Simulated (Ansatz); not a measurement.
# Sn2Ir (Fm-3m): phonons and vibrational spectra

Task: relax Sn2Ir (Fm-3m), then find its harmonic phonons.

Main program and level: Ansatz 0.2.0; DFT PBEsol, scalar-relativistic, plane waves, PAW; PAW set soft_1.

## (1) Set-up

The structure is cubic, space group Fm-3m (No. 225). The conventional cell has a = 6.338 Å, b = 6.338 Å, c = 6.338 Å, α = 90.00°, β = 90.00°, γ = 90.00°. Nearest to Sn lie 4 Ir at 2.74 Å. Nearest to Ir lie 8 Sn at 2.74 Å. Farther neighbours are not listed.

Structure file:

```cif
data_structure
_symmetry_space_group_name_H-M 'P 1'
_symmetry_Int_Tables_number 1
_cell_length_a 4.4816
_cell_length_b 4.4816
_cell_length_c 4.4816
_cell_angle_alpha 60.000
_cell_angle_beta 60.000
_cell_angle_gamma 60.000
_cell_volume 63.65
loop_
_atom_site_label
_atom_site_type_symbol
_atom_site_fract_x
_atom_site_fract_y
_atom_site_fract_z
_atom_site_occupancy
Sn1 Sn 0.25000 0.25000 0.25000 1
Sn2 Sn 0.75000 0.75000 0.75000 1
Ir3 Ir 0.00000 0.00000 0.00000 1
```

## (2) Bringing the structure to rest

Harmonic phonons are second derivatives at a point where the forces vanish, and they are wanted at zero stress, so atoms and cell are relaxed first.

The input, input.yaml:

```yaml
crystal:
  lattice:
    - [0.0, 3.169, 3.169]
    - [3.169, 0.0, 3.169]
    - [3.169, 3.169, 0.0]
  atoms:
    - { symbol: Sn, position: [0.25, 0.25, 0.25] }
    - { symbol: Sn, position: [0.75, 0.75, 0.75] }
    - { symbol: Ir, position: [0.0, 0.0, 0.0] }
kpoints:
  mp_grid: { grid: [12, 12, 12] }
hamiltonian:
  xc: pbesol
  pseudopotentials: { kind: paw, azcp: { folder: soft_1 }, xc_functional: pbe }
scf:
  occupations: { method: gaussian, width: 0.1 }
output:
  forces: true
  stress: true
  eigenvalues: true
relax:
  adjacent_minimum: "off"
  f_tol: 0.005
  max_steps: 80
  cell: { stress_tol: 0.05 }
```

On the command line:

```
$ ansatz run input.yaml --threads 4 --pin off --max-ram 10240MiB --backend cpu --events-out ev --progress --plain --runs-dir out
```

Numbers of over 12 decimals in the logs are rounded to 6 here.

Log:

```text
Engine: ansatz 0.2.0, x86_64-unknown-linux-gnu
Pseudopotentials: kind: paw
Pseudopotential: Sn, paw, valence charge 14, recommended cutoff 420 eV (normal), soft_1/Sn.paw.azcp
Pseudopotential: Ir, paw, valence charge 17, recommended cutoff 420 eV (normal), soft_1/Ir.paw.azcp
Functional definition: PBEsol
  exchange = pbesol_x
  correlation = pbesol_c
Crystal: 3 atoms, lattice volume = 63.650 Å³
Basis set: ecut = 420 eV, 1243 PW (Γ), exchange–correlation on 60×60×60 points (8 copies of the dense FFT grid, shifted against one another)
Bands: 27, of which v1, the nominal top of the filled ones, is band 23 counted from 1 (22 counted from 0)
Symmetry: 48 space group operations
Space group: Fm-3m (ITA 225), of the structure as read, at distance tolerance 4.0e-5 Å
k-points: 72 of 1728
Non-local potential: Sn, projectors of the file, l = 0: 2, l = 1: 2, l = 2: 2, l = 3: 1
Non-local potential: Ir, projectors of the file, l = 0: 3, l = 1: 2, l = 2: 2, l = 3: 1
PAW form: soft (Blöchl's): semilocal exchange-correlation on the pseudo side does not see the compensation charge
PAW frozen core: Sn, regenerated for the run's functional, and the local potential with it (the file was generated under x = pbe(κ = 0.804, μ = 0.219515), c = pbe(β = 0.066725))
PAW frozen core: Ir, regenerated for the run's functional, and the local potential with it (the file was generated under x = pbe(κ = 0.804, μ = 0.219515), c = pbe(β = 0.066725))
PAW one-centre angular grid: Sn, 590 points (default); XC on 64 Gauss nodes
PAW one-centre angular grid: Ir, 590 points (default); XC on 64 Gauss nodes
Initial density: superposition of atomic densities (chi_scale 0.1, normalization cell, long waves kept (reshape's long-wave potential 0.00 eV rms))
Initial wavefunctions: pseudopotential atomic-orbital guess
Functional: x = pbesol(κ = 0.804, μ = 0.123457), c = pbesol(β = 0.046)
SCF iter   1: F=—  HF=-23701.430988 eV  |F-HF|=—  |Δ(HF+E_count)|=         —  Δρ=3.40e-2  dr2=1.42e0  ethr=3.10e-3  ⟨swp⟩=5.8  Hψ=8213  notcnv=0
preconditioner: auto → Kerker (q_TF=auto, 2.575 Å⁻¹)  [metal: Δε(μ)=0.017 eV  Ē_g=16.747 eV  σ=0.100 eV  W_gap=0.10  n_scr=14 (ndim 8)  ℏωp=28.3 eV  f_vac=0.002  D(μ)=1.68/eV (n_scr^D=14)]
SCF iter   2: F=—  HF=-23701.160690 eV  |F-HF|=—  |Δ(HF+E_count)|=   2.70e-1  Δρ=2.22e-2  dr2=4.34e-1  ethr=3.10e-3  ⟨swp⟩=2.0  Hψ=2808  notcnv=0  defer=27
SCF iter   3: F=—  HF=-23701.039704 eV  |F-HF|=—  |Δ(HF+E_count)|=   1.21e-1  Δρ=7.50e-3  dr2=8.99e-2  ethr=9.64e-4  ⟨swp⟩=3.0  Hψ=3744  notcnv=0  defer=27
SCF iter   4: F=—  HF=-23701.022120 eV  |F-HF|=—  |Δ(HF+E_count)|=   1.76e-2  Δρ=2.70e-3  dr2=8.13e-3  ethr=2.00e-4  ⟨swp⟩=2.0  Hψ=2468  notcnv=0  defer=27
SCF iter   5: F=—  HF=-23701.022899 eV  |F-HF|=—  |Δ(HF+E_count)|=   7.79e-4  Δρ=9.89e-4  dr2=1.25e-3  ethr=1.81e-5  ⟨swp⟩=1.5  Hψ=2401  notcnv=0  defer=25
SCF iter   6: F=—  HF=-23701.023196 eV  |F-HF|=—  |Δ(HF+E_count)|=   2.96e-4  Δρ=2.82e-4  dr2=6.71e-5  ethr=2.77e-6  ⟨swp⟩=2.0  Hψ=2980  notcnv=0  defer=25
SCF iter   7: F=—  HF=-23701.023257 eV  |F-HF|=—  |Δ(HF+E_count)|=   6.15e-5  Δρ=5.66e-5  dr2=2.00e-6  ethr=1.49e-7  ⟨swp⟩=2.9  Hψ=3271  notcnv=0  defer=25
SCF iter   8: F=—  HF=-23701.023259 eV  |F-HF|=—  |Δ(HF+E_count)|=   1.94e-6  Δρ=1.28e-5  dr2=1.35e-7  ethr=4.44e-9  ⟨swp⟩=2.0  Hψ=2540  notcnv=0  defer=25
SCF iter   9: F=-23701.023259 eV  HF=-23701.023259 eV  |F-HF|=8.55e-10  |Δ(HF+E_count)|=   5.77e-8  Δρ=1.86e-6  dr2=2.17e-9  ethr=2.22e-10  ⟨swp⟩=7.3  Hψ=7786  notcnv=0
SCF 1 converged in 9 iterations: F = -23701.023259 eV  dr2 = 2.17e-9
  greatest PAW one-centre occupation: 1.000 electrons in one spin orbital (limit 2), on the Ir atom at site 2 (counted from 0), in its partial waves of l = 0
relax step   1: F+E_penalty+E_count = -23701.02325922 eV  Δ(F+E_penalty+E_count) = +0.000e0 eV  max|allowed force component| = 2.159e-17 eV/Å  Δτ_max = 0.0000 Å  P = +0.511 GPa  Ω = 63.650 Å³  (9 SCF iters, dr2 threshold 1.00e-7 eV, accepted)
Crystal: 3 atoms, lattice volume = 64.384 Å³
Initial density: handed on by an earlier stage of this run
Initial wavefunctions: those handed on with the density
iter 1 solved again at ethr=7.29e-7 eV; its pass at ethr=3.10e-3 eV (dr2=3.28e-4 eV) is discarded
SCF iter   1: F=—  HF=-23701.022235 eV  |F-HF|=—  |Δ(HF+E_count)|=         —  Δρ=5.08e-4  dr2=3.28e-4  ethr=7.29e-7  ⟨swp⟩=2.4  Hψ=10505  notcnv=0
preconditioner: auto → LDOS  [metal: Δε(μ)=0.003 eV  Ē_g=16.898 eV  σ=0.100 eV  W_gap=0.02  n_scr=14 (ndim 8)  ℏωp=28.1 eV  f_vac=0.036  D(μ)=1.85/eV (n_scr^D=14)  β→1.0]
SCF iter   2: F=—  HF=-23701.022188 eV  |F-HF|=—  |Δ(HF+E_count)|=   4.75e-5  Δρ=1.13e-4  dr2=4.78e-6  ethr=7.29e-7  ⟨swp⟩=2.0  Hψ=2510  notcnv=0
SCF iter   3: F=—  HF=-23701.022191 eV  |F-HF|=—  |Δ(HF+E_count)|=   3.30e-6  Δρ=3.78e-5  dr2=9.15e-7  ethr=6.67e-10  ⟨swp⟩=7.7  Hψ=9481  notcnv=0
SCF iter   4: F=-23701.022191 eV  HF=-23701.022191 eV  |F-HF|=6.73e-8  |Δ(HF+E_count)|=   4.01e-7  Δρ=1.06e-5  dr2=6.55e-8  ethr=6.67e-10  ⟨swp⟩=6.0  Hψ=8520  notcnv=0
SCF 2 converged in 4 iterations: F = -23701.022191 eV  dr2 = 6.55e-8
relax step   2: F+E_penalty+E_count = -23701.02219069 eV  Δ(F+E_penalty+E_count) = +1.069e-3 eV  max|allowed force component| = 8.095e-17 eV/Å  Δτ_max = 0.0000 Å  P = -0.915 GPa  Ω = 64.384 Å³  energy of the carried Pulay correction = -1.059e-4 eV  (4 SCF iters, dr2 threshold 3.00e-7 eV, rejected (line search))
Crystal: 3 atoms, lattice volume = 63.911 Å³
iter 1 solved again at ethr=3.08e-7 eV; its pass at ethr=3.10e-3 eV (dr2=1.39e-4 eV) is discarded
SCF iter   1: F=—  HF=-23701.023651 eV  |F-HF|=—  |Δ(HF+E_count)|=         —  Δρ=3.25e-4  dr2=1.34e-4  ethr=3.08e-7  ⟨swp⟩=3.1  Hψ=10126  notcnv=0
preconditioner: auto → LDOS  [metal: Δε(μ)=0.013 eV  Ē_g=16.933 eV  σ=0.100 eV  W_gap=0.07  n_scr=14 (ndim 8)  ℏωp=28.3 eV  f_vac=0.036  D(μ)=1.85/eV (n_scr^D=14)  β→1.0]
SCF iter   2: F=—  HF=-23701.023630 eV  |F-HF|=—  |Δ(HF+E_count)|=   2.08e-5  Δρ=7.82e-5  dr2=2.22e-6  ethr=2.97e-7  ⟨swp⟩=2.0  Hψ=2565  notcnv=0
SCF iter   3: F=—  HF=-23701.023630 eV  |F-HF|=—  |Δ(HF+E_count)|=   5.00e-7  Δρ=3.33e-5  dr2=6.08e-7  ethr=4.93e-9  ⟨swp⟩=2.0  Hψ=3274  notcnv=0
SCF iter   4: F=—  HF=-23701.023630 eV  |F-HF|=—  |Δ(HF+E_count)|=   3.90e-7  Δρ=6.25e-6  dr2=1.73e-8  ethr=1.35e-9  ⟨swp⟩=2.0  Hψ=3254  notcnv=0
SCF iter   5: F=—  HF=-23701.023630 eV  |F-HF|=—  |Δ(HF+E_count)|=   1.51e-9  Δρ=7.06e-7  dr2=1.88e-10  ethr=3.84e-11  ⟨swp⟩=2.0  Hψ=3227  notcnv=0
SCF iter   6: F=-23701.023630 eV  HF=-23701.023630 eV  |F-HF|=1.09e-11  |Δ(HF+E_count)|=  5.09e-11  Δρ=1.62e-7  dr2=2.35e-11  ethr=1.00e-12  ⟨swp⟩=6.8  Hψ=9233  notcnv=0
SCF 3 converged in 6 iterations: F = -23701.023630 eV  dr2 = 2.35e-11
relax step   3: F+E_penalty+E_count = -23701.02363010 eV  Δ(F+E_penalty+E_count) = -3.709e-4 eV  max|allowed force component| = 2.344e-16 eV/Å  Δτ_max = 0.0000 Å  P = -0.007 GPa  Ω = 63.911 Å³  energy of the carried Pulay correction = -3.782e-5 eV  (6 SCF iters, accepted)
Initial wavefunctions: pseudopotential atomic-orbital guess (no wavefunctions were taken with the density)
iter 1 solved again at ethr=2.13e-8 eV; its pass at ethr=3.10e-3 eV (dr2=9.59e-6 eV) is discarded
SCF iter   1: F=—  HF=-23701.023665 eV  |F-HF|=—  |Δ(HF+E_count)|=         —  Δρ=5.20e-6  dr2=3.09e-9  ethr=2.13e-8  ⟨swp⟩=4.0  Hψ=14670  notcnv=0
preconditioner: auto → LDOS  [metal: Δε(μ)=0.012 eV  Ē_g=16.936 eV  σ=0.100 eV  W_gap=0.07  n_scr=14 (ndim 8)  ℏωp=28.3 eV  f_vac=0.036  D(μ)=1.85/eV (n_scr^D=14)  β→1.0]
SCF iter   2: F=—  HF=-23701.023668 eV  |F-HF|=—  |Δ(HF+E_count)|=   3.08e-6  Δρ=1.23e-6  dr2=6.74e-10  ethr=6.88e-12  ⟨swp⟩=3.2  Hψ=4002  notcnv=0
SCF iter   3: F=—  HF=-23701.023668 eV  |F-HF|=—  |Δ(HF+E_count)|=  3.86e-10  Δρ=3.21e-7  dr2=4.76e-11  ethr=1.50e-12  ⟨swp⟩=2.0  Hψ=3561  notcnv=0
SCF iter   4: F=-23701.023668 eV  HF=-23701.023668 eV  |F-HF|=7.28e-12  |Δ(HF+E_count)|=  2.18e-11  Δρ=4.63e-8  dr2=8.63e-13  ethr=1.00e-12  ⟨swp⟩=7.2  Hψ=9458  notcnv=0
SCF 4 converged in 4 iterations: F = -23701.023668 eV  dr2 = 8.63e-13
relax step   4: F+E_penalty+E_count = -23701.02366809 eV  Δ(F+E_penalty+E_count) = -3.799e-5 eV  max|allowed force component| = 1.796e-16 eV/Å  Δτ_max = 0.0000 Å  P = -0.008 GPa  Ω = 63.911 Å³  stress off target by 7.67e-3 GPa  SCF on the basis re-selected at this cell (its energy is not comparable with the rows above)  (4 SCF iters)
basis re-selected at this cell: Δ(F+E_penalty+E_count) = -3.799e-5 eV, ΔP = -0.000 GPa vs the last step (what re-selecting the basis moved, of the pressure what is left beyond the Pulay correction that the steps carried, after the strain that the cell walked since its last selection, with what the two solves' SCF thresholds leave and, on support functions, any second-order correction that the steps lacked; it is no m [...]
SCF converged after 4 iterations
Free energy (F): -23701.023668 eV
Harris-Foulkes:  -23701.023668 eV  (|F-HF|=7.28e-12)
Internal energy: -23701.014409 eV  (E = F + TS)
E sigma→0 (E₀):  -23701.019039 eV
Entropy (-TS):   -0.009259 eV (-3.086 meV/atom)
Fermi energy:    14.609099 eV
--- Per-component energies (eV) ---
  E_band       = -308.410577
  E_kinetic    = 882.952686
  E_local      = -3624.709988  (includes V_loc(G=0)·N_el)
  E_nonlocal   = 487.625943
  E_hartree    = 1649.898361
  E_xc         = -480.138212
  E_vxc        = -419.627931  (∫ρ·V_xc dr)
  E_paw        = -17724.798645  (= ΣΔE_a)
  E_vpaw       = -934.449017  (= ΣTr[D̂ρ^β])
  E_aug_tail   = 0.000950  (compensation charges beyond the density's cutoff)
  E_ewald      = -4892.680533
  E_core_change = 0.835027  (= ΣΔE_core)
  E_smearing   = -0.009259  (= −TS)
  E_closure    = 0.000000  (closes the sum)
  Σ components = -23701.023668   (vs F -23701.023668, Δ=0.00e0)
--- Forces (eV/Å), atoms counted from 1 ---
  atom   1  Sn     0.00000000     0.00000000     0.00000000
  atom   2  Sn    -0.00000000    -0.00000000    -0.00000000
  atom   3  Ir    -0.00000000    -0.00000000    -0.00000000
  max |Σ_I F_I| component: 9.25e-17 eV/Å
--- Stress (GPa, compression-positive) ---
       -0.007668       0.000000       0.000000
        0.000000      -0.007668       0.000000
        0.000000       0.000000      -0.007668
  P = ⅓ Tr σ = -0.0077 GPa (-0.077 kbar)
--- Band table (eV; the first three rows and the last of 72) ---
  k-point 0: bands = [... 19 lower, 12.4903, 12.4903, 18.2145, 18.2145, 18.2145, 18.5427, 18.5427, 18.5427]
  k-point 1: bands = [... 19 lower, 12.4563, 12.7893, 16.8428, 17.6601, 17.6601, 18.6158, 18.7228, 18.7228]
  k-point 2: bands = [... 19 lower, 12.3782, 13.5509, 15.3291, 16.8853, 16.8853, 18.1822, 18.7663, 18.7663]
  k-point 71: bands = [... 19 lower, 12.1244, 12.1595, 12.6127, 13.8135, 17.9942, 17.9942, 20.0725, 20.4651]
--- Relaxed structure (3 steps of the walk, 2 accepted, 1 SCFs on fresh bases) ---
  F+E_penalty+E_count = -23701.02366809 eV   max|allowed force component| = 1.796e-16 eV/Å   (the final SCF, on the basis selected at the relaxed cell)
  cell:  # Å, volume = 63.9110 Å³
    - [0, 3.173330, 3.173330]
    - [3.173330, 0, 3.173330]
    - [3.173330, 3.173330, 0]
  atoms:
    - { symbol: Sn, position: [0.250000, 0.250000, 0.250000] }
    - { symbol: Sn, position: [0.750000, 0.750000, 0.750000] }
    - { symbol: Ir, position: [0, 0, 0] }
```

The job ended after 4.7 s (4 threads of INTEL XEON PLATINUM 8581C at 2.10GHz (Emerald Rapids), shared host; peak memory 0.51 GiB).

Step by step:

| step | energy less that of the first step (eV) | largest force component (eV/Å) | pressure (GPa) | volume (Å³) |
| --- | --- | --- | --- | --- |
| 1 | 0.0000 | 0.0000 | 0.51 | 63.65 |
| 2 | 0.0011 | 0.0000 | -0.91 | 64.38 |
| 3 | -0.0004 | 0.0000 | -0.01 | 63.91 |
| 4* | -0.0004 | 0.0000 | -0.01 | 63.91 |

Relaxation steps marked * repeat the geometry before them on a plane-wave basis chosen anew for their cell, so energy and pressure can jump there. Relaxation step 2 was tried and not accepted.

Forces are held to the 48 operations that the run works with; a distortion that breaks them can't arise in this run.

```csv
"conventional cell, symmetrised",before,after,change
a (Å),6.338,6.347,+0.1 %
b (Å),6.338,6.347,+0.1 %
c (Å),6.338,6.347,+0.1 %
volume (Å³/atom),21.22,21.30,+0.4 %
```

Final coordinates:

```xyz
3
Lattice="0.0000 3.1733 3.1733 3.1733 0.0000 3.1733 3.1733 3.1733 0.0000" Properties=species:S:1:pos:R:3 pbc="T T T"
Sn    1.5867    1.5867    1.5867
Sn    4.7600    4.7600    4.7600
Ir    0.0000    0.0000    0.0000
```

Numbers from this step:

```
pressure          : -0.007668 GPa
volume per atom   : 21.30 Å³
gap on the k-mesh : 0 eV
```

In this step the volume went from 21.22 to 21.30 Å³/atom.

## (3) Relaxing to small forces for the phonons

Phonons need a cell at rest on their own settings, so the relaxation is repeated with tight tolerances on forces and stress on the k mesh and occupations of the first response run.

input.yaml, the sections that differ from step 2:

```yaml
crystal:
  lattice:
    - [0.0, 3.1733303462, 3.1733303462]
    - [3.1733303462, 0.0, 3.1733303462]
    - [3.1733303462, 3.1733303462, 0.0]
  atoms:
    - { symbol: Sn, position: [0.25, 0.25, 0.25] }
    - { symbol: Sn, position: [0.75, 0.75, 0.75] }
    - { symbol: Ir, position: [0.0, 0.0, 0.0] }
scf:
  occupations: { method: methfessel_paxton, width: 0.2 }
relax:
  adjacent_minimum: "off"
  f_tol: 0.001
  max_steps: 60
  cell: { stress_tol: 0.01 }
# kpoints, hamiltonian, output: as in step 2
```

Log:

```text
[...]
Crystal: 3 atoms, lattice volume = 63.911 Å³
Basis set: ecut = 420 eV, 1243 PW (Γ), exchange–correlation on 60×60×60 points (8 copies of the dense FFT grid, shifted against one another)
Bands: 27, of which v1, the nominal top of the filled ones, is band 23 counted from 1 (22 counted from 0)
Symmetry: 48 space group operations
[...]
k-points: 72 of 1728
[...]
k-point 71: bands = [... 19 lower, 12.1291, 12.1646, 12.6180, 13.8189, 18.0001, 18.0001, 20.0783, 20.4699]
--- Relaxed structure (3 steps of the walk, 2 accepted, 1 SCFs on fresh bases) ---
[...]
cell:  # Å, volume = 63.8962 Å³
    - [0, 3.173085, 3.173085]
    - [3.173085, 0, 3.173085]
    - [3.173085, 3.173085, 0]
  atoms:
    - { symbol: Sn, position: [0.25, 0.25, 0.25] }
    - { symbol: Sn, position: [0.75, 0.75, 0.75] }
    - { symbol: Ir, position: [0, 0, 0] }
[key lines of the parts left out:]
SCF converged after 4 iterations
Free energy (F): -23701.020875 eV
Fermi energy:    14.603689 eV
P = ⅓ Tr σ = -0.0000 GPa (-0.000 kbar)
```

Run time: 4.6 s. Hardware: 4 threads; peak memory 0.49 GiB.

Little changed from the start: no atom moved by 0.005 Å and no cell edge by 0.1 %.

Numbers from this step:

- pressure: -1.02e-5 GPa

The forces vanish by symmetry and the pressure is 0.000 GPa, within the tolerances set. The cell now holds 21.30 Å³/atom.

## (4) Linear response at the zone centre

The zone centre comes first: it holds the modes that light can see, as far as symmetry allows. No field response is asked, since the mesh shows no gap.

input.yaml, the sections that differ from step 3:

```yaml
crystal:
  lattice:
    - [0.0, 3.1730845962, 3.1730845962]
    - [3.1730845962, 0.0, 3.1730845962]
    - [3.1730845962, 3.1730845962, 0.0]
  atoms:
    - { symbol: Sn, position: [0.25, 0.25, 0.25] }
    - { symbol: Sn, position: [0.75, 0.75, 0.75] }
    - { symbol: Ir, position: [0.0, 0.0, 0.0] }
output:
  eigenvalues: true
phonons:
  method: dfpt
# kpoints, hamiltonian, scf: as in step 3
# relax: removed
```

Log:

```text
zone centre: on kpoints.mp_grid the ground state, and the responses unless they are solved on pairs of k-points, stand on 163 of the mesh's 1728 k-points, reduced under 8 symmetry operations, with k and −k counted as one. Each operation leaves every solved displacement unchanged or reverses it
[...]
Crystal: 3 atoms, lattice volume = 63.896 Å³
Basis set: ecut = 420 eV, 1243 PW (Γ), exchange–correlation on 60×60×60 points (8 copies of the dense FFT grid, shifted against one another)
Bands: 27, of which v1, the nominal top of the filled ones, is band 23 counted from 1 (22 counted from 0)
Symmetry: 48 space group operations
k-points: 163 of 1728 (irreducible under 8 space group operations, time reversal used)
[...]
SCF iter   1: F=—  HF=-23701.427776 eV  |F-HF|=—  |Δ(HF+E_count)|=         —  Δρ=3.38e-2  dr2=1.42e0  ethr=3.10e-3  ⟨swp⟩=5.4  Hψ=18186  notcnv=0
[...]
SCF iter  11: F=-23701.020875 eV  HF=-23701.020875 eV  |F-HF|=3.64e-12  |Δ(HF+E_count)|=  4.37e-11  S|Δr|=    0.00e0  Δρ=3.14e-8  dr2=4.85e-13  ethr=1.00e-12  ⟨swp⟩=7.6  Hψ=20874  notcnv=0
the search or the solves at the SCF's close seem to have found levels that the self-consistency loop had missed (the run counts 2). By its estimate they hold under 1e-12 electrons; where the run keeps them, the occupations were computed again with them
SCF 1 converged in 11 iterations: F = -23701.020875 eV  dr2 = 4.85e-13
[...]
DFPT response loops at Γ: preconditioner auto → Kerker (q_TF=auto, 2.573 Å⁻¹) (partly filled bands, converged f_vac=0.036); β = 1.00, the filter's whole step (`scf.mixing.beta` (0.50) is not read by the response loops under this deck's `scf.mixing.preconditioner`; to damp them name `kerker` or `kerker_dos`, under which they read `scf.mixing.beta`, and type it under 1.00, their step now; both keys bind the ground state too); Broyden in place of MSR1
SCF converged after 11 iterations
[...]
Free energy (F): -23701.020875 eV
[...]
Internal energy: -23701.018155 eV  (E = F + TS)
E sigma→0 (E₀):  -23701.020195 eV
Entropy (-TS):   -0.002720 eV (-0.907 meV/atom)
Fermi energy:    14.603689 eV
[...]
--- Band table (eV; the first three rows and the last of 163) ---
  k-point 0: bands = [... 19 lower, 12.4956, 12.4956, 18.2198, 18.2198, 18.2198, 18.5488, 18.5488, 18.5488]
  k-point 1: bands = [... 19 lower, 12.4615, 12.7945, 16.8482, 17.6655, 17.6655, 18.6207, 18.7282, 18.7282]
  k-point 2: bands = [... 19 lower, 12.3833, 13.5564, 15.3342, 16.8906, 16.8906, 18.1871, 18.7717, 18.7717]
  k-point 162: bands = [... 19 lower, 12.1291, 12.1646, 12.6180, 13.8189, 18.0001, 18.0001, 20.0783, 20.4699]
--- Phonons (Γ-DFPT): 2 representative perturbations + reference, on 163 of 1728 k-points (Σ response iterations 6) ---
  k mesh reduced under 8 symmetry operations, with k and −k counted as one. Each operation leaves every solved displacement unchanged or reverses it
  ASR residual: 9.268e-5 → 0.000e0 eV/Å²; symmetrization residual: 1.144e-5 eV/Å²
  ASR residual per site (eV/Å²): 5.99e-5 5.99e-5 9.27e-5
  Γ frequencies (cm⁻¹): 0.00 0.00 0.00 142.90 142.90 142.90 144.34 144.34 144.34
  non-analytic LO–TO correction: not included (Born effective charges unavailable; polar crystals: no LO–TO splitting at Γ)
```

Elapsed: 14 s, on 4 threads; peak memory 1.1 GiB.

Numbers from this step:

| Quantity | Value |
| --- | --- |
| sum-rule residual before enforcement | 9.27e-5 eV/Å² |
| point group | m-3m |
| highest optical mode at the zone centre (no LO-TO term) | 144.3 cm⁻¹ |
| lowest optical zone-centre mode | 142.9 cm⁻¹ |

Patterns of degenerate modes are one choice out of their space. Modes at Γ, with each element's share of the kinetic energy:

```csv
mode,frequency (cm⁻¹),symmetry,Sn %,Ir %
1,0.0,acoustic,55,45
2,0.0,acoustic,55,45
3,0.0,acoustic,55,45
4,142.9,T2g,100,0
5,142.9,T2g,100,0
6,142.9,T2g,100,0
7,144.3,T1u,45,55
8,144.3,T1u,45,55
9,144.3,T1u,45,55
```

Displacements in mode 5 (142.9 cm⁻¹), the largest set to 1:
```
Sn1  0.30 -0.54 -1.00
Sn2 -0.30  0.54  1.00
Ir3  0.00  0.00  0.00
```

Displacements in mode 9 (144.3 cm⁻¹), the largest set to 1:
```
Sn1  0.28 -0.07 -0.81
Sn2  0.28 -0.07 -0.81
Ir3 -0.35  0.08  1.00
```

Before it was imposed, the acoustic sum rule was missed by 9.3e-5 eV/Å². Small misses are needed for a sound result but don't prove that mesh and cutoff are converged. The lowest optical mode is real, 143 cm⁻¹.

(Part 1 of 2 ends here.)

[Logs are printed without paths, hosts, clocks, repeated set-up lines and the standing remarks that a program may print on its own settings, such as how far it seeks lower states.]

[Hosts, paths, dates, database ids (printed as entryN), source tags and the programs' standing remarks are cut or masked in the printed files.]
